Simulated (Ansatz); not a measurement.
# LaYO2F2 (built on the sites of a database entry of LaOF): following an unstable mode, part 2 of 2

Aim: this structure of LaYO2F2 (built on the sites of a database entry of LaOF) is to be tested for unstable modes, and one is followed downhill.

Ansatz 0.2.0; DFT PBE+D3(BJ), scalar-relativistic, plane waves, PAW.

So far, highest frequency on the path or at a solved wavevector (cm⁻¹): step 2 (the dispersion) 573. Also lowest frequency on the path (cm⁻¹): step 2 -95.8.

The structure was built from a prototype and need not be the compound's stable phase.

## Step 4: The mode frozen in, largest atomic shift 0.22 Å

The atoms are moved along the unstable eigenvector, the largest shift by 0.22 Å, with the cell fixed.

input.yaml

```yaml
crystal:
  lattice:
    - [-3.9491705737, -3.9491705737, 0.0]
    - [-3.9491705737, 3.9491705737, 0.0]
    - [-3.9491705737, 0.0, -5.6693653701]
  atoms:
    - { symbol: "Y", position: [0.1052957089, 0.6052957089, 0.2894085822] }
    - { symbol: "Y", position: [0.6052957089, 0.1052957089, 0.2894085822] }
    - { symbol: La, position: [0.3924679547, 0.3924679547, 0.7150640906] }
    - { symbol: La, position: [0.8924679547, 0.8924679547, 0.7150640906] }
    - { symbol: O, position: [0.7605539084, 0.7527514251, 0.4866946665] }
    - { symbol: O, position: [0.2527514251, 0.2605539084, 0.4866946665] }
    - { symbol: O, position: [0.2605539084, 0.7605539084, 0.4866946665] }
    - { symbol: O, position: [0.7527514251, 0.2527514251, 0.4866946665] }
    - { symbol: F, position: [0.5223194515, 0.4666115513, 0.0110689972] }
    - { symbol: F, position: [0.9666115513, 1.0223194515, 0.0110689972] }
    - { symbol: F, position: [0.4666115513, 0.9666115513, 0.0110689972] }
    - { symbol: F, position: [1.0223194515, 0.5223194515, 0.0110689972] }
kpoints:
  mp_grid: { grid: [4, 4, 4] }
hamiltonian:
  xc: pbe
  dispersion: d3bj
scf:
  occupations: { method: gaussian, width: 0.02 }
output:
  forces: true
  stress: true
  eigenvalues: true
```

Command:

```console
> ansatz run input.yaml --threads 8 --pin off --max-ram 14336MiB --backend cpu --events-out ev --progress --plain --runs-dir out
```

Numbers of over 12 decimals in the logs are rounded to 6 here.

The log of the run:

```text
[...]
Crystal: 12 atoms, lattice volume = 176.838 Å³
Basis set: ecut = 420 eV, 3459 PW (Γ), exchange–correlation on 80×80×96 points (8 copies of the dense FFT grid, shifted against one another)
Bands: 60, of which v1, the nominal top of the filled ones, is band 48 counted from 1 (47 counted from 0)
Symmetry: 8 space group operations
[...]
k-points: 13 of 64 (time reversal used)
[...]
k-point 0: bands = [... 44 lower, 7.7132, 7.7828, 7.8825, 7.8825, 12.8747, 12.9504, 13.2229, 13.5287, ... 4 higher]
  k-point 1: bands = [... 44 lower, 7.7080, 7.7877, 7.9442, 7.9442, 12.8260, 13.0995, 13.3295, 13.4921, ... 4 higher]
  k-point 2: bands = [... 44 lower, 7.7015, 7.7928, 8.0039, 8.0039, 12.7132, 13.2875, 13.4624, 13.4907, ... 4 higher]
  k-point 12: bands = [... 44 lower, 7.3293, 7.3293, 7.8264, 7.8264, 13.1505, 13.1505, 13.5991, 13.5991, ... 4 higher]
[key lines of the parts left out:]
SCF converged after 7 iterations
Free energy (F): -25728.091433 eV
Fermi energy:    10.454175 eV
P = ⅓ Tr σ = 0.6337 GPa (6.337 kbar)
```

Elapsed: 1.4 s, on 8 threads of Arm Neoverse V2, shared host; peak memory 0.74 GiB.

Numbers from this step:

```yaml
pressure: 0.6337 GPa
gap_on_the_k_mesh: 4.518 eV
energy_from_the_undistorted_cell: -2.922 meV/atom
```

The energy, extrapolated to zero smearing, is -2.92 meV/atom against the undistorted cell.

The run ends at a pressure of 0.63 GPa, with forces up to 0.25 eV/Å.

## Step 5: Energy along the mode, all amplitudes (two of the runs are shown above)

An imaginary frequency means negative curvature, so the energy should fall and then rise again as anharmonic terms take over.

Numbers from this step:

```yaml
depth_at_the_lowest_point_sampled: 2.922 meV/atom
largest_atomic_shift_at_that_point: 0.22 Å
```

Table of energy from the parent by largest atomic shift:

| largest atomic shift (Å) | energy from the parent (meV/atom) |
| --- | --- |
| 0.000 | 0 |
| 0.040 | -0.143 |
| 0.080 | -0.552 |
| 0.140 | -1.53 |
| 0.220 | -2.92 |
| 0.320 | -2.83 |
| 0.450 | 6.43 |

Displacement at unit largest shift by atom:

| atom | x (Å) | y (Å) | z (Å) | size |
| --- | --- | --- | --- | --- |
| Y1 | 0.00 | 0.00 | 0.00 | 0.00 |
| Y2 | 0.00 | 0.00 | 0.00 | 0.00 |
| La3 | 0.00 | 0.00 | 0.00 | 0.00 |
| La4 | 0.00 | 0.00 | 0.00 | 0.00 |
| O5 | 0.00 | -0.14 | 0.00 | 0.14 |
| O6 | 0.00 | 0.14 | 0.00 | 0.14 |
| O7 | -0.14 | 0.00 | 0.00 | 0.14 |
| O8 | 0.14 | 0.00 | 0.00 | 0.14 |
| F9 | 0.00 | -1.00 | 0.00 | 1.00 |
| F10 | 0.00 | 1.00 | 0.00 | 1.00 |
| F11 | 1.00 | 0.00 | 0.00 | 1.00 |
| F12 | -1.00 | 0.00 | 0.00 | 1.00 |

The lowest of the steps tried is at 0.22 Å, 2.92 meV/atom below the parent; the bottom of the well need not coincide with a step.

## Step 6: Relaxation from the frozen mode

Starting from the lowest point found, all atoms and the cell are let go, so that strain and other modes of the same symmetry can join in.

Edit input.yaml of step 4 so:

```diff
@@ -24,3 +24,3 @@
 scf:
-  occupations: { method: gaussian, width: 0.02 }
+  occupations: { method: fixed }
 output:
@@ -29 +29,6 @@
   eigenvalues: true
+relax:
+  adjacent_minimum: "off"
+  f_tol: 0.002
+  max_steps: 120
+  cell: { stress_tol: 0.03 }
```

The log of the run:

```text
[...]
Crystal: 12 atoms, lattice volume = 176.838 Å³
Basis set: ecut = 420 eV, 3459 PW (Γ), exchange–correlation on 80×80×96 points (8 copies of the dense FFT grid, shifted against one another)
Bands: 60, of which v1, the nominal top of the filled ones, is band 48 counted from 1 (47 counted from 0)
Symmetry: 8 space group operations
[...]
k-points: 13 of 64 (time reversal used)
[...]
SCF iter   1: F=—  HF=-25728.087307 eV  |F-HF|=—  |Δ(HF+E_count)|=         —  Δρ=1.64e-3  dr2=2.00e-3  ethr=1.77e-3  ⟨swp⟩=4.6  Hψ=2432  notcnv=0  defer=110
[...]
SCF iter   7: F=-25728.091433 eV  HF=-25728.091433 eV  |F-HF|=9.84e-8  |Δ(HF+E_count)|=   1.39e-7  Δρ=6.01e-6  dr2=6.67e-8  ethr=1.04e-10  ⟨swp⟩=14.7  Hψ=4286  notcnv=0
SCF 1 converged in 7 iterations: F = -25728.091433 eV  dr2 = 6.67e-8
[...]
relax step   1: F+E_penalty+E_count = -25728.09143349 eV  Δ(F+E_penalty+E_count) = +0.000e0 eV  max|allowed force component| = 2.474e-1 eV/Å  Δτ_max = 0.0000 Å  P = +0.634 GPa  Ω = 176.838 Å³  (7 SCF iters, dr2 threshold 1.00e-7 eV, accepted)
Crystal: 12 atoms, lattice volume = 179.113 Å³
Basis set: ecut = 420 eV, 3531 PW (Γ), exchange–correlation on 80×80×96 points (8 copies of the dense FFT grid, shifted against one another)
[...]
iter 1 solved again at ethr=4.41e-5 eV; its pass at ethr=3.10e-3 eV (dr2=4.23e-2 eV) is discarded
[...]
SCF iter   7: F=-25728.104222 eV  HF=-25728.104222 eV  |F-HF|=3.46e-7  |Δ(HF+E_count)|=   5.76e-7  Δρ=9.59e-6  dr2=1.48e-7  ethr=1.25e-9  ⟨swp⟩=14.0  Hψ=5410  notcnv=0
SCF 2 converged in 7 iterations: F = -25728.104222 eV  dr2 = 1.48e-7
relax step   2: F+E_penalty+E_count = -25728.10422196 eV  Δ(F+E_penalty+E_count) = -1.279e-2 eV  max|allowed force component| = 3.719e-1 eV/Å  Δτ_max = 0.0564 Å  P = -0.184 GPa  Ω = 179.113 Å³  energy of the carried Pulay correction = -7.330e-3 eV  (7 SCF iters, dr2 threshold 1.20e-6 eV, accepted)
Crystal: 12 atoms, lattice volume = 179.224 Å³
[...]
SCF iter   5: F=-25728.123003 eV  HF=-25728.123002 eV  |F-HF|=4.54e-7  |Δ(HF+E_count)|=   4.96e-6  Δρ=1.98e-5  dr2=5.80e-7  ethr=1.25e-9  ⟨swp⟩=13.9  Hψ=4987  notcnv=0
SCF 3 converged in 5 iterations: F = -25728.123003 eV  dr2 = 5.80e-7
relax step   3: F+E_penalty+E_count = -25728.12300271 eV  Δ(F+E_penalty+E_count) = -1.878e-2 eV  max|allowed force component| = 1.620e-1 eV/Å  Δτ_max = 0.0268 Å  P = -0.240 GPa  Ω = 179.224 Å³  energy of the carried Pulay correction = -7.685e-3 eV  (5 SCF iters, dr2 threshold 1.20e-6 eV, accepted)
[... from here on, the SCF cycles and remarks between the steps are left out ...]
relax step   4: F+E_penalty+E_count = -25728.16658409 eV  Δ(F+E_penalty+E_count) = -4.358e-2 eV  max|allowed force component| = 2.773e-1 eV/Å  Δτ_max = 0.1617 Å  P = -0.141 GPa  Ω = 180.433 Å³  energy of the carried Pulay correction = -1.154e-2 eV  (7 SCF iters, dr2 threshold 1.20e-6 eV, accepted)
relax step   5: F+E_penalty+E_count = -25728.17841866 eV  Δ(F+E_penalty+E_count) = -1.183e-2 eV  max|allowed force component| = 2.754e-1 eV/Å  Δτ_max = 0.0483 Å  P = -0.153 GPa  Ω = 180.803 Å³  energy of the carried Pulay correction = -1.272e-2 eV  (6 SCF iters, dr2 threshold 1.20e-6 eV, accepted)
relax step   6: F+E_penalty+E_count = -25728.18576467 eV  Δ(F+E_penalty+E_count) = -7.346e-3 eV  max|allowed force component| = 9.575e-2 eV/Å  Δτ_max = 0.0196 Å  P = -0.062 GPa  Ω = 181.061 Å³  energy of the carried Pulay correction = -1.353e-2 eV  (5 SCF iters, dr2 threshold 1.20e-6 eV, accepted)
relax step   7: F+E_penalty+E_count = -25728.18721350 eV  Δ(F+E_penalty+E_count) = -1.449e-3 eV  max|allowed force component| = 3.309e-2 eV/Å  Δτ_max = 0.0066 Å  P = +0.043 GPa  Ω = 180.764 Å³  energy of the carried Pulay correction = -1.259e-2 eV  (6 SCF iters, dr2 threshold 5.73e-7 eV, accepted)
relax step   8: F+E_penalty+E_count = -25728.18696072 eV  Δ(F+E_penalty+E_count) = +2.528e-4 eV  max|allowed force component| = 6.056e-3 eV/Å  Δτ_max = 0.0037 Å  P = +0.018 GPa  Ω = 180.877 Å³  energy of the carried Pulay correction = -1.295e-2 eV  (6 SCF iters, dr2 threshold 6.84e-8 eV, accepted)
relax step   9: F+E_penalty+E_count = -25728.18698313 eV  Δ(F+E_penalty+E_count) = -2.241e-5 eV  max|allowed force component| = 3.054e-4 eV/Å  Δτ_max = 0.0017 Å  P = +0.003 GPa  Ω = 180.877 Å³  energy of the carried Pulay correction = -1.295e-2 eV  (6 SCF iters, dr2 threshold 3.76e-9 eV, accepted)
relax step  10: F+E_penalty+E_count = -25728.20281555 eV  Δ(F+E_penalty+E_count) = -1.583e-2 eV  max|allowed force component| = 2.189e-4 eV/Å  Δτ_max = 0.0000 Å  P = +0.165 GPa  Ω = 180.877 Å³  stress off target by 1.98e-1 GPa  SCF on the basis re-selected at this cell (its energy is not comparable with the rows above)  (7 SCF iters)
relax step  11: F+E_penalty+E_count = -25728.20228752 eV  Δ(F+E_penalty+E_count) = +5.280e-4 eV  max|allowed force component| = 5.516e-3 eV/Å  Δτ_max = 0.0018 Å  P = +0.032 GPa  Ω = 181.097 Å³  energy of the carried Pulay correction = -6.880e-4 eV  (6 SCF iters, dr2 threshold 9.76e-8 eV, accepted)
relax step  12: F+E_penalty+E_count = -25728.20212751 eV  Δ(F+E_penalty+E_count) = +1.600e-4 eV  max|allowed force component| = 1.350e-3 eV/Å  Δτ_max = 0.0009 Å  P = -0.001 GPa  Ω = 181.151 Å³  energy of the carried Pulay correction = -8.594e-4 eV  (6 SCF iters, dr2 threshold 4.88e-9 eV, accepted)
[...]
SCF iter   1: F=—  HF=-25728.202830 eV  |F-HF|=—  |Δ(HF+E_count)|=         —  Δρ=1.24e-5  dr2=4.27e-8  ethr=2.50e-7  ⟨swp⟩=3.6  Hψ=4466  notcnv=0  defer=130
eigensolver tolerance schedule: the retry pair's looser diagonalisation over-reported the residual by 5619.95 of it (diagonalisation noise at 0.83 of the residual, at the tolerance the schedule requests for it); recorded, not acted on — ethr = c·dr2/N_el stays at c = 1.0e-1
[...]
SCF iter   2: F=—  HF=-25728.202855 eV  |F-HF|=—  |Δ(HF+E_count)|=   2.48e-5  Δρ=5.55e-6  dr2=1.34e-8  ethr=4.45e-11  ⟨swp⟩=3.0  Hψ=1725  notcnv=0  defer=120
[...]
SCF iter   5: F=-25728.202855 eV  HF=-25728.202855 eV  |F-HF|=6.55e-11  |Δ(HF+E_count)|=  2.55e-11  Δρ=1.26e-7  dr2=4.30e-11  ethr=1.00e-12  ⟨swp⟩=14.3  Hψ=4164  notcnv=0
SCF 13 converged in 5 iterations: F = -25728.202855 eV  dr2 = 4.30e-11
[...]
relax step  13: F+E_penalty+E_count = -25728.20285525 eV  Δ(F+E_penalty+E_count) = -7.277e-4 eV  max|allowed force component| = 1.343e-3 eV/Å  Δτ_max = 0.0000 Å  P = +0.003 GPa  Ω = 181.151 Å³  stress off target by 5.47e-3 GPa  SCF on the basis re-selected at this cell (its energy is not comparable with the rows above)  (5 SCF iters)
[...]
SCF converged after 5 iterations
Free energy (F): -25728.202855 eV
[...]
Internal energy: -25728.202855 eV  (E = F + TS)
E sigma→0 (E₀):  -25728.202855 eV
Fermi energy:    7.732673 eV
[...]
--- Forces (eV/Å), atoms counted from 1 ---
  atom   1  Y      0.00000000     0.00000000     0.00067368
  atom   2  Y     -0.00000000     0.00000000     0.00067368
  atom   3  La    -0.00000000     0.00000000    -0.00134294
  atom   4  La     0.00000000    -0.00000000    -0.00134294
  atom   5  O      0.00000000     0.00010629     0.00096193
  atom   6  O      0.00000000    -0.00010629     0.00096193
  atom   7  O      0.00010629     0.00000000     0.00096193
  atom   8  O     -0.00010629     0.00000000     0.00096193
  atom   9  F     -0.00000000    -0.00063879    -0.00062663
  atom  10  F     -0.00000000     0.00063879    -0.00062663
  atom  11  F      0.00063879    -0.00000000    -0.00062663
  atom  12  F     -0.00063879     0.00000000    -0.00062663
  max |Σ_I F_I| component: 2.65e-6 eV/Å
--- Stress (GPa, compression-positive) ---
        0.005467      -0.000000      -0.000000
       -0.000000       0.005467       0.000000
       -0.000000       0.000000      -0.001570
  P = ⅓ Tr σ = 0.0031 GPa (0.031 kbar)
--- Band table (eV; the first three rows and the last of 13) ---
  k-point 0: bands = [... 44 lower, 7.2816, 7.3571, 7.4484, 7.4484, 12.5305, 12.7181, 12.7623, 12.9877, ... 8 higher]
  k-point 1: bands = [... 44 lower, 7.2965, 7.3598, 7.4954, 7.4954, 12.5926, 12.8315, 12.9282, 12.9817, ... 8 higher]
  k-point 2: bands = [... 44 lower, 7.3048, 7.3625, 7.5455, 7.5455, 12.6695, 12.9757, 13.0111, 13.0175, ... 8 higher]
  k-point 12: bands = [... 44 lower, 6.8222, 6.8222, 7.3368, 7.3368, 12.7886, 12.7886, 13.0211, 13.0211, ... 8 higher]
--- Relaxed structure (11 steps of the walk, 11 accepted, 2 SCFs on fresh bases) ---
  F+E_penalty+E_count = -25728.20285525 eV   max|allowed force component| = 1.343e-3 eV/Å   (the final SCF, on the basis selected at the relaxed cell)
  cell:  # Å, volume = 181.1511 Å³
    - [-3.997232, -3.997232, -3.927136103216294e-18]
    - [-3.997232, 3.997232, -3.927136103216306e-18]
    - [-3.997232, 0, -5.668813]
  atoms:
    - { symbol: Y, position: [0.097030, 0.597030, 0.305941] }
    - { symbol: Y, position: [0.597030, 0.097030, 0.305941] }
    - { symbol: La, position: [0.389695, 0.389695, 0.720610] }
    - { symbol: La, position: [0.889695, 0.889695, 0.720610] }
    - { symbol: O, position: [0.758275, 0.751721, 0.490004] }
    - { symbol: O, position: [0.251721, 0.258275, 0.490004] }
    - { symbol: O, position: [0.258275, 0.758275, 0.490004] }
    - { symbol: O, position: [0.751721, 0.251721, 0.490004] }
    - { symbol: F, position: [0.565411, 0.437868, -0.00327984] }
    - { symbol: F, position: [0.937868, 1.065411, -0.00327984] }
    - { symbol: F, position: [0.437868, 0.937868, -0.00327984] }
    - { symbol: F, position: [1.065411, 0.565411, -0.00327984] }
```

Run time: 22 s. Hardware: 8 threads; peak memory 0.81 GiB; 2.6 min of CPU time.

The steps of the relaxation:

| step | energy less that of the first step (eV) | largest force component (eV/Å) | pressure (GPa) | volume (Å³) |
| --- | --- | --- | --- | --- |
| 1 | 0.0000 | 0.2474 | 0.63 | 176.84 |
| 2 | -0.0128 | 0.3719 | -0.18 | 179.11 |
| 3 | -0.0316 | 0.1620 | -0.24 | 179.22 |
| 4 | -0.0752 | 0.2773 | -0.14 | 180.43 |
| 5 | -0.0870 | 0.2754 | -0.15 | 180.80 |
| 6 | -0.0943 | 0.0958 | -0.06 | 181.06 |
| 7 | -0.0958 | 0.0331 | 0.04 | 180.76 |
| 8 | -0.0955 | 0.0061 | 0.02 | 180.88 |
| 9 | -0.0955 | 0.0003 | 0.00 | 180.88 |
| 10* | -0.1114 | 0.0002 | 0.16 | 180.88 |
| 11 | -0.1109 | 0.0055 | 0.03 | 181.10 |
| 12 | -0.1107 | 0.0014 | 0.00 | 181.15 |
| 13* | -0.1114 | 0.0013 | 0.00 | 181.15 |

Relaxation steps marked * repeat the geometry before them on a plane-wave basis chosen anew for their cell, so energy and pressure can jump there.

The run keeps the 8 symmetry operations that it works with, so distortions that break them were not tested.

| conventional cell, symmetrised | before | after | change |
| --- | --- | --- | --- |
| a (Å) | 5.585 | 5.653 | +1.2 % |
| b (Å) | 5.585 | 5.653 | +1.2 % |
| c (Å) | 11.339 | 11.338 | -0.0 % |
| volume (Å³/atom) | 14.74 | 15.10 | +2.4 % |

The atoms that moved most (Å, as changes of fractional coordinates times the final cell):

| atom | dx | dy | dz | length |
| --- | --- | --- | --- | --- |
| F9 | 0.000 | -0.287 | 0.081 | 0.298 |
| F10 | 0.000 | 0.287 | 0.081 | 0.298 |
| F11 | 0.287 | 0.000 | 0.081 | 0.298 |
| F12 | -0.287 | 0.000 | 0.081 | 0.298 |
| Y1 | 0.000 | 0.000 | -0.094 | 0.094 |
| Y2 | 0.000 | 0.000 | -0.094 | 0.094 |
| La3 | 0.000 | 0.000 | -0.031 | 0.031 |
| La4 | 0.000 | 0.000 | -0.031 | 0.031 |

Final coordinates:

```cif
data_structure
_symmetry_space_group_name_H-M 'P 1'
_symmetry_Int_Tables_number 1
_cell_length_a 5.6529
_cell_length_b 5.6529
_cell_length_c 6.9364
_cell_angle_alpha 65.953
_cell_angle_beta 65.953
_cell_angle_gamma 90.000
_cell_volume 181.15
loop_
_atom_site_label
_atom_site_type_symbol
_atom_site_fract_x
_atom_site_fract_y
_atom_site_fract_z
_atom_site_occupancy
Y1 Y 0.09703 0.59703 0.30594 1
Y2 Y 0.59703 0.09703 0.30594 1
La3 La 0.38969 0.38969 0.72061 1
La4 La 0.88969 0.88969 0.72061 1
O5 O 0.75828 0.75172 0.49000 1
O6 O 0.25172 0.25828 0.49000 1
O7 O 0.25828 0.75828 0.49000 1
O8 O 0.75172 0.25172 0.49000 1
F9 F 0.56541 0.43787 0.99672 1
F10 F 0.93787 0.06541 0.99672 1
F11 F 0.43787 0.93787 0.99672 1
F12 F 0.06541 0.56541 0.99672 1
```

Numbers from this step:

```yaml
pressure: 0.003121 GPa
gap_on_the_k_mesh: 4.798 eV
volume_per_atom: 15.10 Å³
```

The distorted start has space group I4cm; the relaxation ends in I4cm.

## Step 7: The phases reached

The phases reached along the modes that were followed are set side by side.

Energies are those of the first relaxation, on the mesh of the frozen mode; space group, volume and gap are those of the last relaxation. Phases, by row:

| mode frozen in | space group | energy from parent (meV/atom) | volume (Å³/atom) | gap on mesh (eV) | lowest zone-centre optical mode (cm⁻¹) | largest shift (Å) |
| --- | --- | --- | --- | --- | --- | --- |
| parent | P4mm | 0 | 14.74 | 4.465 | – | – |
| q = (-0.5, -0.5, 0), 96i cm⁻¹ | P4bm | -14.42 | 15.11 | 4.821 | – | 0.525 |
| q = (-0.5, -0.5, -0.5), 87i cm⁻¹ | I4cm | -12.21 | 15.1 | 4.798 | – | 0.516 |

## Step 8: Outcome

* unstable mode of the parent: q = (-0.5, -0.5, -0.5), 87i cm⁻¹
* depth at the lowest point sampled: 2.92 meV/atom
* largest atomic shift at that point: 0.22 Å
* space group reached (within 0.01 Å): I4cm
* energy gained over the parent (first relaxation, on the mesh of the frozen mode): 12.2 meV/atom
* volume per atom, phase reached: 15.1 Å³
* gap on the k-mesh, phase reached: 4.80 eV

What this shows: Along this mode the structure falls into I4cm, 12.2 meV/atom below the parent. At the parent's cell the well is 2.922 meV/atom deep on the steps tried, with its lowest point at a shift of 0.22 Å. Relaxing atoms and cell changes the gain by +9.28 meV/atom against the lowest step (energies at zero smearing). Most of the total comes from this relaxation. The modes of the phase reached were not computed on this path. Of the 2 patterns followed to their end from this parent, this one ends 2.21 meV/atom above the lowest, P4bm. Each path keeps the symmetry of its pattern, so a lower phase may lie along a pattern not tried. The q mesh stands for a supercell only 7.9 Å across, so branches between the solved wavevectors are rough. The program warns that the interpolation holds no quadrupole term, so branches close to Γ can be off in this crystal. Spin-orbit coupling is left out, which can matter for the heavy elements here. In the phonons the program treats the change of the C6 weights of the dispersion term with coordination only in part. The starting cell was built on a prototype and not taken from a measurement, so the phase need not exist.

[Logs are printed without paths, hosts, clocks, repeated set-up lines and the standing remarks that a program may print on its own settings, such as how far it seeks lower states.]

[Hosts, paths, dates, database ids (printed as entryN), source tags and the programs' standing remarks are cut or masked in the printed files.]
